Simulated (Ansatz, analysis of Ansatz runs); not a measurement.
# CsLi2Br3 (Immm), nudged elastic band: V_Li hop (3.9 Å) (q = −1), part 2 of 3

Wanted: path and barrier of a jump of Li in CsLi2Br3 (Immm) at charge −1. The case: V_Li hop (3.9 Å), in a cell of 72 host atoms with 1 Li taken out.

Ansatz 0.2.0; plane-wave PAW DFT, PBEsol; nudged elastic band between two relaxed defect structures at fixed charge in a uniform background.

So far: The structure; Relaxation of the start point, charge −1.

## Step 3: Relaxation of the end point, charge −1

Level of this step: plane-wave PAW DFT, PBEsol; relaxation of all atoms of a defect supercell at fixed charge in a uniform background (Ansatz).

The end point is relaxed in the same cell and settings, so that the two energies compare. Atoms more than 3.2 Å from the middle of the hop start where the first relaxation left them, the nearer ones on or close to their ideal places, with small random displacements.

File qm1_c72k1.end/input.yaml:

```yaml
crystal:
  lattice:
    - [13.85313979, 0.0, 0.0]
    - [4.61771326, 11.05374873, 0.0]
    - [0.0, 0.0, 13.17917308]
  atoms:
    - { symbol: Cs, position: [0.00055649, 0.50057579, 0.00046222] }
    - { symbol: Cs, position: [0.08205355, 0.75242508, 0.50029034] }
[... 17 atom lines left out ...]
    - { symbol: Br, position: [0.24898358, 0.7507146, 0.71545577] }
[... 5 atom lines left out ...]
    - { symbol: Cs, position: [0.42338132, 0.74272081, 0.50577817] }
[... 3 atom lines left out ...]
    - { symbol: Li, position: [0.666667, 0.5, 0.691345] }
[... 2 atom lines left out ...]
    - { symbol: Li, position: [0.3317959, 0.49705665, 0.69378226] }
[... 1 atom line left out ...]
    - { symbol: Li, position: [0.50180705, -0.00866213, 0.69485495] }
[... 3 atom lines left out ...]
    - { symbol: Br, position: [0.5, 0.5, 0.78187158] }
[... 4 atom lines left out ...]
    - { symbol: Br, position: [0.58333333, 0.75, 0.71812842] }
[... 1 atom line left out ...]
    - { symbol: Br, position: [0.41474572, 0.7498207, 0.00065192] }
[... 2 atom lines left out ...]
    - { symbol: Cs, position: [0.66662789, 0.49967779, -0.02004799] }
[... 4 atom lines left out ...]
    - { symbol: Li, position: [0.75222594, 0.74327582, 0.80743968] }
[... 7 atom lines left out ...]
    - { symbol: Br, position: [0.84354603, 0.50235816, 0.7853524] }
[... 5 atom lines left out ...]
    - { symbol: Br, position: [0.66662451, 0.49980436, 0.48756874] }
[... 2 atom lines left out ...]
    - { symbol: Br, position: [0.91843524, 0.24947637, 0.00060497] }
total_charge: -1
basis:
  ecutwfc: 420
  xc_grid: 2
hamiltonian:
  xc: pbesol
kpoints:
  mp_grid: { grid: [1, 1, 1] }
scf:
  occupations: { method: fixed }
  max_iter: 100
output:
  forces: true
relax:
  f_tol: 0.02
  max_steps: 70
  random_displacement: { amplitude: 0.01, seed: 8115 }
```

The run is started by

```bash
$ ansatz run input.yaml --threads 4 --pin off --max-ram 14131MiB --backend cpu --events-out ev --progress --plain --runs-dir out
```

Log:

```text
[...]
Crystal: 71 atoms, lattice volume = 2018.115 Å³
Basis set: ecut = 420 eV, 39381 PW (Γ), exchange–correlation on 192×162×180 points (8 copies of the dense FFT grid, shifted against one another)
Bands: 286, of which v1, the nominal top of the filled ones, is band 215 counted from 1 (214 counted from 0)
Symmetry: 1 space group operations
k-points: 1
[...]
SCF iter   1: F=—  HF=-170322.553435 eV  |F-HF|=—  |Δ(HF+E_count)|=         —  Δρ=2.54e-3  dr2=1.71e-1  ethr=1.77e-3  ⟨swp⟩=19.0  Hψ=2189  notcnv=0  defer=69
[...]
SCF iter   6: F=-170322.512247 eV  HF=-170322.512247 eV  |F-HF|=1.89e-7  |Δ(HF+E_count)|=   4.29e-6  Δρ=2.58e-6  dr2=3.01e-7  ethr=8.02e-10  ⟨swp⟩=2.0  Hψ=873  notcnv=0
SCF 1 converged in 6 iterations: F = -170322.512247 eV  dr2 = 3.01e-7
[...]
F+E_penalty+E_count = -170322.92149144 eV   max|allowed force component| = 6.990e-3 eV/Å
  atoms:
    - { symbol: Cs, position: [0.001466, 0.496969, -5.038119e-5] }
    - { symbol: Cs, position: [0.083045, 0.748764, 0.499743] }
[...]
- { symbol: Br, position: [0.240194, 0.747181, 0.714857] }
[...]
- { symbol: Cs, position: [0.416746, 0.749925, 0.519443] }
[...]
- { symbol: Li, position: [0.662718, 0.515505, 0.692448] }
[...]
- { symbol: Li, position: [0.331194, 0.506242, 0.693024] }
[...]
- { symbol: Br, position: [0.504855, 0.491800, 0.774495] }
[...]
- { symbol: Br, position: [0.593481, 0.752520, 0.715139] }
    [... 1 atom left out ...]
    - { symbol: Br, position: [0.416958, 0.749854, 0.012715] }
    [... 2 atoms left out ...]
    - { symbol: Cs, position: [0.660064, 0.506866, -0.005820] }
    [... 4 atoms left out ...]
    - { symbol: Li, position: [0.751512, 0.752780, 0.806455] }
    [... 7 atoms left out ...]
    - { symbol: Br, position: [0.834243, 0.499123, 0.784876] }
    [... 9 atoms left out ...]
[key lines of the parts left out:]
SCF converged after 5 iterations
Free energy (F): -170322.921491 eV
Fermi energy:    2.303790 eV
```

The job ended after 51 s (4 threads of Arm Neoverse V1, shared host; peak memory 1.8 GiB; 3.2 min of CPU time).

Relaxation path:

| step | energy less that of the first step (eV) | largest force component (eV/Å) |
| --- | --- | --- |
| 1 | 0.0000 | 0.4067 |
| 2 | -0.3423 | 0.1856 |
| 3 | -0.3941 | 0.0577 |
| 4 | -0.4071 | 0.0228 |
| 5 | -0.4092 | 0.0070 |

The atoms that moved most (Å, from the sites as typed, ahead of the random displacement):

| atom | dx | dy | dz | length |
| --- | --- | --- | --- | --- |
| Cs49 | -0.058 | 0.080 | 0.187 | 0.211 |
| Cs26 | -0.059 | 0.080 | 0.179 | 0.205 |
| Li30 | 0.017 | 0.172 | 0.014 | 0.174 |
| Li11 | -0.014 | -0.170 | 0.005 | 0.170 |
| Br68 | 0.029 | 0.000 | 0.159 | 0.162 |
| Br46 | 0.031 | 0.001 | 0.158 | 0.161 |
| Br44 | 0.152 | 0.029 | -0.040 | 0.160 |
| Li56 | -0.016 | -0.158 | 0.005 | 0.159 |

Neighbours of Li30 at the end:

| atom | distance (Å) |
| --- | --- |
| Br68 | 2.546 |
| Br39 | 2.552 |
| Br62 | 2.609 |
| Br44 | 2.640 |
| Br65 | 2.982 |
| Li54 | 3.814 |
| Li32 | 3.962 |
| Cs49 | 3.978 |
| Li56 | 4.020 |

Numbers from this step:

```yaml
free_energy: -170322.9215 eV
r_m_s_move_of_the_farther_half_of_the_atoms: 0.04329 Å
largest_move_from_the_ideal_geometry_of_this_structure_a_common_shift_of_the_far_atoms_taken_out: 0.2587 Å
```

The relaxation gained 0.409 eV and ended with a largest force component of 0.0070 eV/Å. The end lies within 1 meV of the start.

(Continued in part 3 of 3.)

[Long decimals in the printed logs are rounded to 6 places.]

[Repeated set-up lines and some long k-point lines are left out of the logs, and relaxed atomic positions are cut to six decimals.]

[Logs are printed without paths, hosts, clocks, repeated set-up lines and the standing remarks that a program may print on its own settings, such as how far it seeks lower states.]

[Hosts, paths, dates, database ids (printed as entryN), source tags and the programs' standing remarks are cut or masked in the printed files.]
